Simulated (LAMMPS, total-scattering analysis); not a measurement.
# fcc solid solution (Cu0.53,Ni0.47) on heating

The crystal is built from its structure type, relaxed with the potential and heated at zero pressure by classical molecular dynamics (LAMMPS) with the EAM Cu-Ni potential (Onat and Durukanoglu, J. Phys.: Condens. Matter 26, 035404 (2014)); 500 atoms (Cu 53.0, Ni 47.0 atom %). Uiso is the variance of an atom's position about its mean, per direction. The dynamics are classical, so there is no zero-point motion. Distances and their variances come from the pair functions; G(r) = 4πrρ₀[g(r) − 1], where it appears, has X-ray or neutron weights and the resolution of a Lorch transform up to 25 Å⁻¹. All values are simulated. An empirical potential describes the real material only near what it was fitted to; melting points and liquid densities can be off by several percent.

A short relaxation of cell and atoms comes first; the barostat, one for each edge, then takes the cell to the potential's own size.

cell.lmp:

```
fcc solid solution (Cu0.53,Ni0.47)

500 atoms
2 atom types

0 17.60000 xlo xhi
0 17.60000 ylo yhi
0 17.60000 zlo zhi

Masses

1 63.5460  # Cu
2 58.6934  # Ni

Atoms # atomic

1 1 1.76000 0.00000 1.76000
2 1 0.00000 1.76000 5.28000
3 1 1.76000 1.76000 3.52000
4 1 0.00000 1.76000 12.32000
5 1 0.00000 0.00000 14.08000
6 1 0.00000 1.76000 15.84000
7 1 1.76000 0.00000 15.84000
8 1 0.00000 5.28000 1.76000
9 1 1.76000 3.52000 1.76000
10 1 1.76000 5.28000 0.00000
11 1 0.00000 3.52000 3.52000
12 1 1.76000 3.52000 8.80000
13 1 0.00000 3.52000 10.56000
14 1 0.00000 5.28000 12.32000
15 1 1.76000 3.52000 12.32000
16 1 1.76000 5.28000 10.56000
17 1 0.00000 3.52000 14.08000
18 1 0.00000 7.04000 0.00000
19 1 1.76000 7.04000 1.76000
20 1 1.76000 8.80000 0.00000
21 1 0.00000 7.04000 3.52000
22 1 0.00000 8.80000 5.28000
23 1 1.76000 8.80000 7.04000
24 1 0.00000 7.04000 10.56000
25 1 0.00000 10.56000 0.00000
26 1 0.00000 12.32000 1.76000
27 1 1.76000 10.56000 1.76000
28 1 1.76000 12.32000 0.00000
29 1 0.00000 10.56000 3.52000
30 1 1.76000 10.56000 5.28000
31 1 0.00000 10.56000 7.04000
32 1 0.00000 12.32000 8.80000
33 1 1.76000 10.56000 8.80000
34 1 0.00000 12.32000 12.32000
35 1 1.76000 10.56000 12.32000
36 1 1.76000 12.32000 10.56000
37 1 1.76000 10.56000 15.84000
38 1 1.76000 15.84000 0.00000
39 1 0.00000 14.08000 3.52000
40 1 1.76000 14.08000 5.28000
41 1 0.00000 15.84000 8.80000
42 1 1.76000 14.08000 8.80000
43 1 0.00000 15.84000 12.32000
44 1 1.76000 14.08000 12.32000
[... further atoms left out ...]
```

Contents of in.lmp:

```
# heating of fcc solid solution (Cu0.53,Ni0.47)
units metal
atom_style atomic
boundary p p p
read_data cell.lmp
replicate 1 1 1
pair_style eam/alloy
pair_coeff * * CuNi.eam.alloy Cu Ni
neigh_modify delay 0 every 1 check yes
thermo_style custom step time temp pe press density lx ly lz
thermo_modify norm yes
timestep 0.002
thermo 100
fix br all box/relax aniso 0.0
minimize 1e-8 1e-6 500 5000
unfix br
reset_timestep 0
velocity all create 200 5960 mom yes dist gaussian
thermo 750
fix md all npt temp 100 100 0.2 aniso 0 0 2
run 1500 post no
unfix md
print "== production at 100 K"
dump d all custom 100 s0.traj id type xu yu zu
dump_modify d sort id format float %.3f
thermo 62
fix md all npt temp 100 100 0.2 aniso 0 0 2
run 2500 post no
unfix md
undump d
[... 4 more blocks of the same form, at 300 K, 600 K, 1120 K and 1380 K ...]
thermo 500
fix md all npt temp 1380 2250 0.2 aniso 0 0 2
run 1000 post no
unfix md
thermo 750
fix md all npt temp 2250 2250 0.2 aniso 0 0 2
run 1500 post no
unfix md
print "== production at 2250 K"
dump d all custom 100 s5.traj id type xu yu zu
dump_modify d sort id format float %.3f
thermo 62
fix md all npt temp 2250 2250 0.2 aniso 0 0 2
run 2500 post no
unfix md
undump d
```

```console
$ lmp -in in.lmp -log none -nocite
```

```text
[a thinned log: between the lines shown up to 5 are left out unmarked, longer gaps are marked]
LAMMPS (22 Jul 2025 - Update 4)
Reading data file ...
  orthogonal box = (0 0 0) to (17.6 17.6 17.6)
  500 atoms
  orthogonal box = (0 0 0) to (17.6 17.6 17.6)
  500 atoms
WARNING: Energy due to 3 extra global DOFs will be included in minimizer energies
   Step          Time           Temp          PotEng         Press         Density           Lx             Ly             Lz
         0   0              0             -3.9167457      102398.46      9.3299821      17.6           17.6           17.6
       100   0.2            0             -3.9314675      43987.546      9.0588938      17.772712      17.776         17.772802
       200   0.4            0             -3.9354457     -266.28532      8.8256517      17.91889       17.948211      17.920072
       300   0.6            0             -3.9364494      328.44078      8.8312695      17.915286      17.943703      17.916776
       400   0.8            0             -3.93724       -7.5484724      8.8309373      17.917022      17.942347      17.917068
       416   0.832          0             -3.9372457      65.097107      8.8313515      17.915109      17.942648      17.91784
[... 12 lines left out ...]
== production at 100 K (one thermo line in eight is kept)
      1500   3              100.23867     -3.9244328      1874.5111      8.7988867      17.930652      17.967527      17.943481
[... 13 lines left out ...]
      5250   10.5           299.67026     -3.897605      -1554.1066      8.6933032      18.01761       18.042972      17.998186
== production at 300 K (one thermo line in eight is kept)
[... 9 lines left out ...]
      9000   18             296.70588     -3.8971768     -4182.7322      8.677658       17.993922      18.071007      18.026362
[... 9 lines left out ...]
== production at 600 K (one thermo line in eight is kept)
     12462   24.924         589.07314     -3.85713        3572.5342      8.5975999      18.111883      18.119898      18.026949
[... 14 lines left out ...]
== production at 1120 K (one thermo line in eight is kept)
[... 19 lines left out ...]
== production at 1380 K (one thermo line in eight is kept)
[... 6 lines left out ...]
     23932   47.864         1457.7748     -3.7240218     -3950.1228      8.1517307      18.293333      18.60408       18.334453
[... 10 lines left out ...]
     26500   53             2321.9833     -3.4216544     -6794.9214      7.2910298      18.759905      18.193513      20.440086
Loop time of 1.01292 s on 1 MPI rank(s) for 1500 steps with 500 atoms
== production at 2250 K (one thermo line in eight is kept)
   Step          Time           Temp          PotEng         Press         Density           Lx             Ly             Lz
     26500   53             2321.9833     -3.4216544     -6794.9214      7.2910298      18.759905      18.193513      20.440086
     26970   53.94          2160.9542     -3.4329516      3092.8037      7.3862549      18.715132      18.382522      20.016887
     27466   54.932         2272.9984     -3.4520797      4604.7018      7.4533801      18.87373       18.256999      19.805163
     27962   55.924         2280.9771     -3.4135747      5395.3144      7.3628385      19.067232      18.271349      19.82966
     28458   56.916         2445.1907     -3.4394401      15494.151      7.4674031      19.234466      18.292495      19.359589
     28954   57.908         2288.4673     -3.4467502      6773.4522      7.4570108      19.186632      18.671292      19.040613
Loop time of 1.69572 s on 1 MPI rank(s) for 2500 steps with 500 atoms
```

Time and hardware: 20 s on 1 thread of AMD EPYC 9R45 96-Core Processor (Zen 5), with other jobs on the host, peak memory 0.11 GiB.

```
T (K)        state  cell edges (Å)  Uiso Cu (Å²)  Uiso Ni (Å²)  Cu–Cu mean (Å)  its variance (Å²)  density (g/cm³)
  100  crystalline           3.588        0.0017        0.0018           2.529             0.0025            8.810
  300  crystalline           3.603        0.0056        0.0054           2.542             0.0076            8.701
  600  crystalline           3.620        0.0115        0.0113           2.559             0.0152            8.576
 1120  crystalline           3.656        0.0273        0.0273           2.598             0.0353            8.325
 1380  crystalline           3.679        0.0409        0.0408           2.623             0.0493            8.176
 2250       liquid               -             -             -               -                  -            7.378
```

In the harmonic range U = 3ħ²T/(M k θ²), a line through the origin. The rows at 100 and 300 K give, as effective values by element: Cu 1.87×10⁻⁵ Å²/K, θ = 350 K; Ni 1.81×10⁻⁵ Å²/K, θ = 370 K. At 300 K the first Cu–Cu peak has variance 0.0076 Å², against 0.0113 Å² for independent atoms: neighbours move together (and where motion is anisotropic, less along the bond than Uiso suggests), which is what the δ₁ term models in PDF fits at high temperature. In a solid solution the peak also holds static size disorder, which Uiso about each atom's own mean leaves out. The mean volume expansion between 100 and 1380 K is 61×10⁻⁶ K⁻¹. At 1380 K, B = 8π²U = 3.23 Å² for Cu, which damps this element's own term in Bragg intensity at Q = 6 Å⁻¹ to 23 %, and √(3U) is 0.14 of its nearest peak distance (Cu–Cu, 2.51 Å). By 2250 K the order is gone and the mean density is 7.378 g/cm³, which averages over the melting if that fell inside the sampled stretch; a perfect periodic crystal superheats, so the model's melting point lies below the temperature at which it collapsed.

[Logs are printed without paths, hosts, clocks, repeated set-up lines and the standing remarks that a program may print on its own settings, such as how far it seeks lower states.]
